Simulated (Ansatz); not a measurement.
# KH2BrO: complex band structure, part 2 of 3

Wanted: the relaxed cell of KH2BrO, its band edges and its decay constants. It is built by putting Br for I, K for Li in the LiH2IO structure of space group Pmma, with the volume rescaled by atomic radii. The parent structure comes from the Materials Project.

Ansatz 0.2.0; PBE DFT, plane waves, PAW files (the session's first sound run).

So far, gap on the k-mesh (eV): step 3 (band edges) 4.35.

The structure was built from a prototype and need not be the compound's stable phase.

### 4. Complex bands, plane (100), k-mesh 6×4×4

This step: PBE DFT, plane waves, PAW files; complex bands by layer matching along the plane's normal (Ansatz 0.2.0).

The same crystal is laid in a cell whose first two vectors span the (100) plane (indices of the standard conventional cell, whose axes can be ordered otherwise than in the bulk input). At fixed energy and wavevector in the plane the solver finds all kz, real and complex. A few wavevectors are listed, (0, 0) and (0.5, 0) in units of the plane's reciprocal vectors; the slowest state needn't be among them.

input.yaml

```yaml
crystal:
  lattice:
    - [4.651107009, 0.0, 0.0]
    - [0.0, 5.629328574, 0.0]
    - [0.0, 0.0, 8.266432666]
  atoms:
    - { symbol: K, position: [0.5, 0.0, 0.5] }
    - { symbol: K, position: [0.5, 0.0, 0.0] }
    - { symbol: H, position: [0.6655002125, 0.4450958748, 0.75] }
    - { symbol: H, position: [0.3344997875, 0.4450958748, 0.75] }
    - { symbol: H, position: [0.6655002125, 0.5549041252, 0.25] }
    - { symbol: H, position: [0.3344997875, 0.5549041252, 0.25] }
    - { symbol: Br, position: [0.0, 0.7647989035, 0.75] }
    - { symbol: Br, position: [0.0, 0.2352010965, 0.25] }
    - { symbol: O, position: [0.5, 0.3356910281, 0.75] }
    - { symbol: O, position: [0.5, 0.6643089719, 0.25] }
kpoints:
  mp_grid: { grid: [6, 4, 4] }
scf:
  occupations: { method: fixed }
hamiltonian:
  xc: pbe
output:
  eigenvalues: true
  transmission:
    leads: [[0, 0]]
    kpoints: [[0.0, 0.0], [0.5, 0.0]]
    e_range: [-1.0, 5.35]
    de: 0.13
```

The run is started by

```console
$ ansatz run input.yaml --threads 2 --pin off --max-ram 4096MiB --backend cpu --events-out ev --progress --plain --runs-dir out
```

Numbers of over 12 decimals in the logs are rounded to 6 here.

What it wrote:

```text
[...]
Crystal: 10 atoms, lattice volume = 216.437 Å³
Basis set: ecut = 420 eV, 4231 PW (Γ)
Bands: 34, of which v1, the nominal top of the filled ones, is band 24 counted from 1 (23 counted from 0)
Symmetry: 8 space group operations
[...]
k-points: 36 of 96
[...]
SCF iter   1: F=—  HF=-9848.433669 eV  |F-HF|=—  |Δ(HF+E_count)|=         —  Δρ=1.06e-3  dr2=3.74e-3  ethr=1.77e-3  ⟨swp⟩=5.3  Hψ=5070  notcnv=0  defer=263
[...]
SCF iter   6: F=-9848.431617 eV  HF=-9848.431617 eV  |F-HF|=5.92e-8  |Δ(HF+E_count)|=   1.00e-6  Δρ=5.52e-6  dr2=6.98e-8  ethr=2.08e-10  ⟨swp⟩=13.5  Hψ=7921  notcnv=0
SCF 1 converged in 6 iterations: F = -9848.431617 eV  dr2 = 6.98e-8
[...]
transmission: 13 of 26 steps passed
transmission: 26 of 26 steps passed
SCF converged after 6 iterations
Free energy (F): -9848.431617 eV
[...]
Internal energy: -9848.431617 eV  (E = F + TS)
E sigma→0 (E₀):  -9848.431617 eV
Fermi energy:    -0.324312 eV
[...]
--- Band table (eV; the first three rows and the last of 36) ---
  k-point 0: bands = [... 20 lower, -0.5317, -0.4275, -0.4234, -0.3243, 4.0275, 5.8192, 6.2519, 7.2210, ... 6 higher]
  k-point 1: bands = [... 20 lower, -0.5160, -0.4516, -0.4394, -0.4104, 4.3020, 5.5976, 6.4161, 7.0885, ... 6 higher]
  k-point 2: bands = [... 20 lower, -0.4991, -0.4991, -0.4779, -0.4779, 4.9582, 4.9582, 6.8286, 6.8286, ... 6 higher]
  k-point 35: bands = [... 20 lower, -0.6567, -0.6567, -0.4447, -0.4447, 6.5274, 6.5274, 6.9065, 6.9065, ... 6 higher]
--- Transmission ---
  basis      : 233 plane waves across, 13 finite elements along
  points     : 2, as listed
  energies   : 49 from -1.000000 to 5.240000 eV about the Fermi level, 0.130000 eV apart; the leads are filled to 2.175904 eV, and channels, transmission and decay are at 2.120000 eV
  crystal 0  : H4Br2O2K2, at the sites [0, 0], period 8.2664 Å: whole cells are its period
    offset         : up to 0.0000 Å between an atom of the period and one for which it stands
    channels       : 0.000000e0 a spin
    conductance    : none, the energies end too early or step too widely for 300 K: set another output.transmission.e_range or a lower de, or, where they end at an eighth of basis.ecutwfc, a higher one
    slowest decay  : 0.4066 /Å at (0.0000, 0.0000)
```

The job ended after 20 s (2 threads of AMD EPYC 9R45, shared host; peak memory 0.89 GiB).

This step gave:

```
level to which the leads are filled                       : 2.176 eV from the Fermi level
decay constant at the filling level, zone centre          : 0.4066 Å⁻¹
decay constant at the filling level, slowest listed point : 0.4066 Å⁻¹
```

K parallel (0, 0); values up to 1.5 1/Å, a degenerate pair printed once or twice; energies at which all values exceed this have no row. Table of Im kz of the slowest decaying states by energy, zero at the highest filled level on the SCF mesh:

```tsv
energy (eV)	decay 1 (Å⁻¹)	decay 2 (Å⁻¹)	decay 3 (Å⁻¹)	decay 4 (Å⁻¹)
-1.00	0.296	0.693	0.854	0.871
-0.74	0.428	0.499	0.759	0.812
-0.48	0.150	0.394	0.610	0.790
-0.22	0.0814	0.163	0.814	1.04
0.04	0.117	0.394	0.465	0.843
0.30	0.278	0.573	0.666	0.863
0.56	0.340	0.661	0.766	0.874
0.69	0.360	0.692	0.802	0.876
0.95	0.387	0.737	0.855	0.876
1.21	0.403	0.768	0.870	0.894
1.47	0.411	0.791	0.861	0.924
1.73	0.413	0.809	0.848	0.929
1.99	0.410	0.826	0.833	0.898
2.25	0.402	0.816	0.852	0.974
2.51	0.390	0.797	0.841	0.982
2.77	0.374	0.777	0.828	0.988
3.03	0.352	0.756	0.814	0.990
3.29	0.325	0.733	0.798	0.982
3.55	0.290	0.708	0.781	0.971
3.68	0.269	0.695	0.771	0.965
3.94	0.216	0.668	0.751	0.953
4.20	0.135	0.639	0.730	0.939
4.46	0.608	0.706	0.924	0.969
4.72	0.574	0.680	0.907	0.959
4.98	0.537	0.652	0.889	0.949
5.24	0.496	0.621	0.870	0.936
```

K parallel (0.5, 0); values up to 1.5 1/Å, a degenerate pair printed once or twice; energies at which all values exceed this have no row. Im kz of the slowest decaying states against energy, zero at the highest filled level on the SCF mesh:

```tsv
energy (eV)	decay 1 (Å⁻¹)	decay 2 (Å⁻¹)	decay 3 (Å⁻¹)	decay 4 (Å⁻¹)
-1.00	0.180	0.545	0.645	1.03
-0.74	0.525	0.587	0.960	1.04
-0.35	0.345	0.483	0.665	1.07
-0.09	0.0928	0.502	0.651	0.704
0.04	0.310	0.553	0.720	0.775
0.30	0.462	0.631	0.746	0.91
0.56	0.537	0.689	0.766	1.01
0.82	0.584	0.734	0.781	1.05
1.21	0.624	0.785	0.796	1.06
1.47	0.639	0.803	0.812	1.07
1.86	0.650	0.807	0.841	1.06
2.12	0.651	0.806	0.856	1.06
2.38	0.648	0.804	0.866	1.06
2.77	0.637	0.796	0.875	1.05
3.03	0.627	0.787	0.876	1.03
3.42	0.606	0.771	0.873	0.970
3.68	0.589	0.758	0.866	0.932
3.94	0.569	0.742	0.857	0.894
4.33	0.533	0.714	0.835	0.836
4.59	0.506	0.692	0.794	0.818
4.98	0.458	0.654	0.731	0.784
5.24	0.420	0.624	0.686	0.756
```

At the listed wavevectors the last open channel is at -0.09 eV and the next at +4.46 eV on the grid. At +2.12 eV, the grid energy nearest the filling level (the middle of the gap on the SCF mesh), the slowest state at the listed wavevectors decays with κ = 0.407 Å⁻¹, its amplitude falling by e over 2.5 Å. Through 1 nm of this crystal that state's transmission falls by exp(−2 × 0.407 Å⁻¹ × 10 Å) = 2.9e-4.

### 5. Decaying states in the gap, plane (001), k-mesh 4×6×4

The same for the (001) plane, at (0, 0) and (0.5, 0), to see how the decay depends on direction.

input.yaml

```yaml
crystal:
  lattice:
    - [8.266432666, 0.0, 0.0]
    - [0.0, 4.651107009, 0.0]
    - [0.0, 0.0, 5.629328574]
  atoms:
    - { symbol: K, position: [0.5, 0.5, 0.0] }
    - { symbol: K, position: [0.0, 0.5, 0.0] }
    - { symbol: H, position: [0.75, 0.6655002125, 0.4450958748] }
    - { symbol: H, position: [0.75, 0.3344997875, 0.4450958748] }
    - { symbol: H, position: [0.25, 0.6655002125, 0.5549041252] }
    - { symbol: H, position: [0.25, 0.3344997875, 0.5549041252] }
    - { symbol: Br, position: [0.75, 0.0, 0.7647989035] }
    - { symbol: Br, position: [0.25, 0.0, 0.2352010965] }
    - { symbol: O, position: [0.75, 0.5, 0.3356910281] }
    - { symbol: O, position: [0.25, 0.5, 0.6643089719] }
kpoints:
  mp_grid: { grid: [4, 6, 4] }
scf:
  occupations: { method: fixed }
hamiltonian:
  xc: pbe
output:
  eigenvalues: true
  transmission:
    leads: [[0, 0]]
    kpoints: [[0.0, 0.0], [0.5, 0.0]]
    e_range: [-1.0, 5.35]
    de: 0.16
```

What it wrote:

```text
[...]
Crystal: 10 atoms, lattice volume = 216.437 Å³
Basis set: ecut = 420 eV, 4231 PW (Γ)
Bands: 34, of which v1, the nominal top of the filled ones, is band 24 counted from 1 (23 counted from 0)
Symmetry: 8 space group operations
[...]
k-points: 36 of 96
[...]
SCF iter   1: F=—  HF=-9848.433725 eV  |F-HF|=—  |Δ(HF+E_count)|=         —  Δρ=1.06e-3  dr2=3.74e-3  ethr=1.77e-3  ⟨swp⟩=5.3  Hψ=5079  notcnv=0  defer=261
[...]
SCF iter   6: F=-9848.431617 eV  HF=-9848.431617 eV  |F-HF|=5.85e-8  |Δ(HF+E_count)|=   9.83e-7  Δρ=5.62e-6  dr2=7.07e-8  ethr=2.08e-10  ⟨swp⟩=13.6  Hψ=7904  notcnv=0
SCF 1 converged in 6 iterations: F = -9848.431617 eV  dr2 = 7.07e-8
[...]
transmission: 9 of 18 steps passed
transmission: 18 of 18 steps passed
SCF converged after 6 iterations
Free energy (F): -9848.431617 eV
[...]
Internal energy: -9848.431617 eV  (E = F + TS)
E sigma→0 (E₀):  -9848.431617 eV
Fermi energy:    -0.324312 eV
[...]
--- Band table (eV; the first three rows and the last of 36) ---
  k-point 0: bands = [... 20 lower, -0.5317, -0.4275, -0.4234, -0.3243, 4.0275, 5.8192, 6.2519, 7.2210, ... 6 higher]
  k-point 1: bands = [... 20 lower, -0.6550, -0.5658, -0.4406, -0.3804, 4.6369, 6.1831, 6.6950, 7.1161, ... 6 higher]
  k-point 2: bands = [... 20 lower, -0.7489, -0.5989, -0.4582, -0.4334, 5.8081, 6.0616, 6.4556, 7.3435, ... 6 higher]
  k-point 35: bands = [... 20 lower, -0.6567, -0.6567, -0.4447, -0.4447, 6.5274, 6.5274, 6.9065, 6.9065, ... 6 higher]
--- Transmission ---
  basis      : 333 plane waves across, 9 finite elements along
  points     : 2, as listed
[...]
crystal 0  : Br2K2O2H4, at the sites [0, 0], period 5.6293 Å: whole cells are its period
[...]
channels       : 0.000000e0 a spin
[...]
slowest decay  : 0.3869 /Å at (0.0000, 0.0000)
```

Wall time 30 s (2 threads); peak memory 1.2 GiB.

Numbers from this step:

- decay constant at the filling level, zone centre: 0.3869 Å⁻¹
- decay constant at the filling level, slowest listed point: 0.3869 Å⁻¹

K parallel (0, 0); values up to 1.5 1/Å, a degenerate pair printed once or twice; energies at which all values exceed this have no row. The Im kz of the slowest decaying states by energy, zero at the highest filled level on the SCF mesh:

```tsv
energy (eV)	decay 1 (Å⁻¹)	decay 2 (Å⁻¹)	decay 3 (Å⁻¹)	decay 4 (Å⁻¹)
-1.00	0.312	0.399	0.401	0.431
-0.68	0.143	0.248	0.398	0.440
-0.52	0.0398	0.320	0.341	0.515
-0.20	0.115	0.193	0.363	0.394
-0.04	0.124	0.291	0.401	0.565
0.28	0.270	0.387	0.451	0.619
0.44	0.305	0.416	0.530	0.665
0.76	0.350	0.456	0.640	0.711
0.92	0.365	0.470	0.682	0.727
1.24	0.384	0.490	0.752	0.753
1.56	0.393	0.502	0.770	0.810
1.72	0.394	0.505	0.776	0.826
2.04	0.391	0.508	0.785	0.837
2.20	0.387	0.507	0.788	0.840
2.52	0.374	0.504	0.790	0.829
2.68	0.365	0.500	0.791	0.817
3.00	0.341	0.491	0.789	0.793
3.32	0.309	0.478	0.767	0.785
3.48	0.289	0.471	0.753	0.781
3.80	0.238	0.453	0.724	0.773
3.96	0.204	0.442	0.708	0.768
4.28	0.0897	0.418	0.675	0.757
4.44	0.405	0.657	0.750	0.787
4.76	0.374	0.618	0.736	0.752
4.92	0.356	0.596	0.727	0.733
5.24	0.314	0.547	0.695	0.709
```

K parallel (0.5, 0); values up to 1.5 1/Å, a degenerate pair printed once or twice; energies at which all values exceed this have no row. Table of Im kz of the slowest decaying states by energy, zero at the highest filled level on the SCF mesh:

```tsv
energy (eV)	decay 1 (Å⁻¹)	decay 2 (Å⁻¹)	decay 3 (Å⁻¹)	decay 4 (Å⁻¹)
-1.00	0.282	0.769	0.873	1.16
-0.68	0.670	0.885	1.11	1.35
-0.36	0.475	0.857	1.02	1.33
-0.04	0.286	0.415	0.629	0.988
0.28	0.363	0.614	0.787	1.02
0.60	0.411	0.694	0.838	1.04
0.92	0.440	0.739	0.865	1.04
1.24	0.459	0.769	0.880	1.04
1.56	0.469	0.788	0.887	1.03
1.88	0.473	0.800	0.888	1.03
2.20	0.472	0.808	0.884	1.02
2.36	0.469	0.810	0.881	1.01
2.68	0.461	0.811	0.811	0.872
3.00	0.448	0.810	0.860	0.978
3.32	0.43	0.805	0.845	0.958
3.64	0.407	0.799	0.827	0.933
3.96	0.378	0.790	0.806	0.904
4.28	0.340	0.779	0.782	0.872
4.60	0.291	0.755	0.765	0.825
4.92	0.220	0.724	0.750	0.755
5.24	0.0784	0.690	0.699	0.732
```

At the listed wavevectors the last open channel is at -0.04 eV and the next at +4.44 eV on the grid. At +2.20 eV, the grid energy nearest the filling level (the middle of the gap on the SCF mesh), the slowest state at the listed wavevectors decays with κ = 0.387 Å⁻¹, its amplitude falling by e over 2.6 Å; the first such run, plane (100), gave 0.407 Å⁻¹.

### 6. Band edges at another level, cutoff 500 eV

This step: r2SCAN DFT, plane waves, PAW files (Ansatz 0.2.0).

The edges again with r2SCAN, at the same atoms. Against that run the cutoff is 500 eV against 420.

input.yaml: that of step 5 with these lines changed.

```diff
@@ -2,4 +2,4 @@
   lattice:
-    - [8.266432666, 0.0, 0.0]
-    - [0.0, 4.651107009, 0.0]
+    - [8.2664326659, 0.0, 0.0]
+    - [0.0, 4.6511070091, 0.0]
     - [0.0, 0.0, 5.629328574]
@@ -18,2 +18,3 @@
   mp_grid: { grid: [4, 6, 4] }
+  band_path: { path: [VBM, CBM], npoints: 30 }
 scf:
@@ -21,9 +22,4 @@
 hamiltonian:
-  xc: pbe
+  xc: r2scan
 output:
   eigenvalues: true
-  transmission:
-    leads: [[0, 0]]
-    kpoints: [[0.0, 0.0], [0.5, 0.0]]
-    e_range: [-1.0, 5.35]
-    de: 0.16
```

What it wrote:

```text
[...]
Crystal: 10 atoms, lattice volume = 216.437 Å³
Basis set: ecut = 500 eV, 5503 PW (Γ), exchange–correlation on 256×144×180 points (64 copies of the dense FFT grid, shifted against one another)
Bands: 34, of which v1, the nominal top of the filled ones, is band 24 counted from 1 (23 counted from 0)
Symmetry: 8 space group operations
[...]
k-points: 36 of 96
[...]
SCF iter   1: F=—  HF=-9880.421367 eV  |F-HF|=—  |Δ(HF+E_count)|=         —  Δρ=3.09e-3  dr2=1.78e-2  dr2_τ=2.82e-1  ethr=1.77e-3  ⟨swp⟩=5.5  Hψ=4990  notcnv=0  defer=261
[...]
SCF iter   7: F=-9880.342564 eV  HF=-9880.342564 eV  |F-HF|=7.75e-9  |Δ(HF+E_count)|=   2.52e-7  Δρ=1.18e-6  dr2=4.86e-9  dr2_τ=1.82e-10  ethr=2.08e-10  ⟨swp⟩=14.2  Hψ=6777  notcnv=0
SCF 1 converged in 7 iterations: F = -9880.342564 eV  dr2 = 4.86e-9
[...]
SCF converged after 7 iterations
Free energy (F): -9880.342564 eV
[...]
Internal energy: -9880.342564 eV  (E = F + TS)
E sigma→0 (E₀):  -9880.342564 eV
Fermi energy:    -0.729452 eV
[...]
--- Band table (eV; the first three rows and the last of 36) ---
  k-point 0: bands = [... 20 lower, -0.9217, -0.8217, -0.8163, -0.7295, 4.1920, 5.9778, 6.3851, 7.3331, ... 6 higher]
  k-point 1: bands = [... 20 lower, -1.0425, -0.9553, -0.8332, -0.7876, 4.8037, 6.3493, 6.8473, 7.3356, ... 6 higher]
  k-point 2: bands = [... 20 lower, -1.1415, -0.9880, -0.8507, -0.8476, 5.9297, 6.3498, 6.6076, 7.5940, ... 6 higher]
  k-point 35: bands = [... 20 lower, -1.0587, -1.0587, -0.8421, -0.8421, 6.7738, 6.7738, 7.0324, 7.0324, ... 6 higher]
```

The job ended after 13 s (2 threads; peak memory 1 GiB).

This step gave:

```
free energy        : -9880.3426 eV
Fermi energy       : -0.7295 eV
gap on the k-mesh  : 4.921 eV
gap on path        : 4.921 eV, by band count; negative where bands overlap
direct gap on path : 4.921 eV
```

Levels at VBM (eV): -6.71, -6.71, -3.83, -3.64, -1.68, -1.27, -0.46, -0.29, -0.19, -0.09, -0.09, 0.00, 4.92, 6.71, 7.11.

The searched edges give 4.92 eV, as on the mesh.

Between step 3 and this run (r2SCAN and cutoff 500 eV) the value for the gap on the k-mesh moves from 4.35 eV to 4.92 eV.

### 7. Complex bands at another level, cutoff 500 eV

This step: r2SCAN DFT, plane waves, PAW files; complex bands by layer matching along the plane's normal (Ansatz 0.2.0).

The complex bands at that level, over its own gap, at (0, 0) and (0.5, 0).

input.yaml

```yaml
crystal:
  lattice:
    - [4.651107009, 0.0, 0.0]
    - [0.0, 5.629328574, 0.0]
    - [0.0, 0.0, 8.266432666]
  atoms:
    - { symbol: K, position: [0.5, 0.0, 0.5] }
    - { symbol: K, position: [0.5, 0.0, 0.0] }
    - { symbol: H, position: [0.6655002125, 0.4450958748, 0.75] }
    - { symbol: H, position: [0.3344997875, 0.4450958748, 0.75] }
    - { symbol: H, position: [0.6655002125, 0.5549041252, 0.25] }
    - { symbol: H, position: [0.3344997875, 0.5549041252, 0.25] }
    - { symbol: Br, position: [0.0, 0.7647989035, 0.75] }
    - { symbol: Br, position: [0.0, 0.2352010965, 0.25] }
    - { symbol: O, position: [0.5, 0.3356910281, 0.75] }
    - { symbol: O, position: [0.5, 0.6643089719, 0.25] }
kpoints:
  mp_grid: { grid: [6, 4, 4] }
scf:
  occupations: { method: fixed }
hamiltonian:
  xc: r2scan
output:
  eigenvalues: true
  transmission:
    leads: [[0, 0]]
    kpoints: [[0.0, 0.0], [0.5, 0.0]]
    e_range: [-1.0, 5.92]
    de: 0.14
```

What it wrote:

```text
[...]
Crystal: 10 atoms, lattice volume = 216.437 Å³
Basis set: ecut = 500 eV, 5503 PW (Γ), exchange–correlation on 144×180×256 points (64 copies of the dense FFT grid, shifted against one another)
Bands: 34, of which v1, the nominal top of the filled ones, is band 24 counted from 1 (23 counted from 0)
Symmetry: 8 space group operations
[...]
k-points: 36 of 96
[...]
SCF iter   1: F=—  HF=-9880.421357 eV  |F-HF|=—  |Δ(HF+E_count)|=         —  Δρ=3.10e-3  dr2=1.80e-2  dr2_τ=2.82e-1  ethr=1.77e-3  ⟨swp⟩=5.4  Hψ=4951  notcnv=0  defer=270
[...]
SCF iter   7: F=-9880.342564 eV  HF=-9880.342564 eV  |F-HF|=7.70e-9  |Δ(HF+E_count)|=   2.52e-7  Δρ=1.17e-6  dr2=4.85e-9  dr2_τ=1.80e-10  ethr=2.08e-10  ⟨swp⟩=14.3  Hψ=6794  notcnv=0
SCF 1 converged in 7 iterations: F = -9880.342564 eV  dr2 = 4.85e-9
[...]
transmission: 14 of 28 steps passed
transmission: 28 of 28 steps passed
SCF converged after 7 iterations
Free energy (F): -9880.342564 eV
[...]
Internal energy: -9880.342564 eV  (E = F + TS)
E sigma→0 (E₀):  -9880.342564 eV
Fermi energy:    -0.729451 eV
[...]
--- Band table (eV; the first three rows and the last of 36) ---
  k-point 0: bands = [... 20 lower, -0.9217, -0.8217, -0.8163, -0.7295, 4.1920, 5.9778, 6.3851, 7.3331, ... 6 higher]
  k-point 1: bands = [... 20 lower, -0.9064, -0.8461, -0.8319, -0.8139, 4.4690, 5.7714, 6.5517, 7.2034, ... 6 higher]
  k-point 2: bands = [... 20 lower, -0.8964, -0.8964, -0.8693, -0.8693, 5.1345, 5.1345, 6.9669, 6.9669, ... 6 higher]
  k-point 35: bands = [... 20 lower, -1.0587, -1.0587, -0.8421, -0.8421, 6.7738, 6.7738, 7.0324, 7.0324, ... 6 higher]
--- Transmission ---
  basis      : 277 plane waves across, 14 finite elements along
  points     : 2, as listed
[...]
crystal 0  : H4Br2O2K2, at the sites [0, 0], period 8.2664 Å: whole cells are its period
[...]
channels       : 0.000000e0 a spin
[...]
slowest decay  : 0.4273 /Å at (0.0000, 0.0000)
```

Elapsed: 23 s, on 2 threads; peak memory 1.6 GiB.

This step gave:

```yaml
level_to_which_the_leads_are_filled: 2.461 eV from the Fermi level
decay_constant_at_the_filling_level_zone_centre: 0.4273 Å⁻¹
decay_constant_at_the_filling_level_slowest_listed_point: 0.4273 Å⁻¹
```

K parallel (0, 0); values up to 1.5 1/Å, a degenerate pair printed once or twice; energies at which all values exceed this have no row. Im kz of the slowest decaying states against energy, zero at the highest filled level on the SCF mesh:

```tsv
energy (eV)	decay 1 (Å⁻¹)	decay 2 (Å⁻¹)	decay 3 (Å⁻¹)	decay 4 (Å⁻¹)
-1.00	0.372	0.661	0.863	0.884
-0.72	0.453	0.470	0.762	0.832
-0.44	0.383	0.595	0.824	1.05
-0.16	0.849	1.05	1.09	1.37
-0.02	0.295	0.350	0.862	1.06
0.12	0.196	0.458	0.544	0.874
0.40	0.315	0.609	0.713	0.890
0.68	0.370	0.690	0.805	0.898
0.96	0.402	0.741	0.865	0.899
1.24	0.422	0.776	0.894	0.908
1.52	0.433	0.802	0.885	0.939
1.80	0.437	0.822	0.873	0.943
2.08	0.437	0.841	0.859	0.910
2.36	0.432	0.842	0.866	0.994
2.50	0.427	0.833	0.861	0.999
2.78	0.416	0.814	0.849	1.01
3.06	0.400	0.793	0.835	1.01
3.34	0.380	0.771	0.820	1.01
3.62	0.354	0.748	0.803	0.997
3.90	0.322	0.723	0.785	0.986
4.18	0.282	0.696	0.765	0.973
4.46	0.228	0.667	0.743	0.959
4.74	0.147	0.636	0.719	0.943
5.02	0.602	0.694	0.927	0.983
5.30	0.566	0.665	0.908	0.972
5.58	0.525	0.634	0.889	0.960
5.86	0.480	0.600	0.868	0.946
```

K parallel (0.5, 0); values up to 1.5 1/Å, a degenerate pair printed once or twice; energies at which all values exceed this have no row. Im kz of the slowest decaying states against energy, zero at the highest filled level on the SCF mesh:

```tsv
energy (eV)	decay 1 (Å⁻¹)	decay 2 (Å⁻¹)	decay 3 (Å⁻¹)	decay 4 (Å⁻¹)
-1.00	0.231	0.595	0.634	1.04
-0.72	0.503	0.634	0.941	1.06
-0.44	0.235	0.247	0.679	0.682
-0.16	0.469	0.494	0.721	1.09
-0.02	0.236	0.534	0.701	0.738
0.12	0.367	0.585	0.752	0.802
0.40	0.492	0.662	0.776	0.916
0.68	0.560	0.720	0.794	0.985
0.96	0.602	0.766	0.808	1.04
1.24	0.629	0.802	0.818	1.08
1.52	0.646	0.825	0.832	1.08
1.80	0.656	0.829	0.855	1.08
2.08	0.661	0.830	0.874	1.08
2.36	0.661	0.829	0.889	1.07
2.50	0.659	0.828	0.894	1.07
2.78	0.654	0.823	0.903	1.06
3.06	0.645	0.816	0.908	1.06
3.34	0.634	0.808	0.910	1.04
3.62	0.619	0.797	0.908	0.992
3.90	0.603	0.784	0.904	0.952
4.18	0.583	0.768	0.896	0.912
4.46	0.561	0.750	0.873	0.885
4.74	0.536	0.730	0.832	0.870
5.02	0.507	0.708	0.790	0.852
5.30	0.475	0.682	0.747	0.830
5.58	0.438	0.654	0.701	0.803
5.86	0.395	0.621	0.653	0.772
```

At the listed wavevectors the last open channel is at -0.02 eV and the next at +5.02 eV on the grid. At +2.50 eV, the grid energy nearest the filling level (the middle of the gap on the SCF mesh), the slowest state at the listed wavevectors decays with κ = 0.427 Å⁻¹, its amplitude falling by e over 2.3 Å; the first such run, plane (100), gave 0.407 Å⁻¹.

[end of part 2 of 3]

[Logs are printed without paths, hosts, clocks, repeated set-up lines and the standing remarks that a program may print on its own settings, such as how far it seeks lower states.]

[Hosts, paths, dates, database ids (printed as entryN), source tags and the programs' standing remarks are cut or masked in the printed files.]
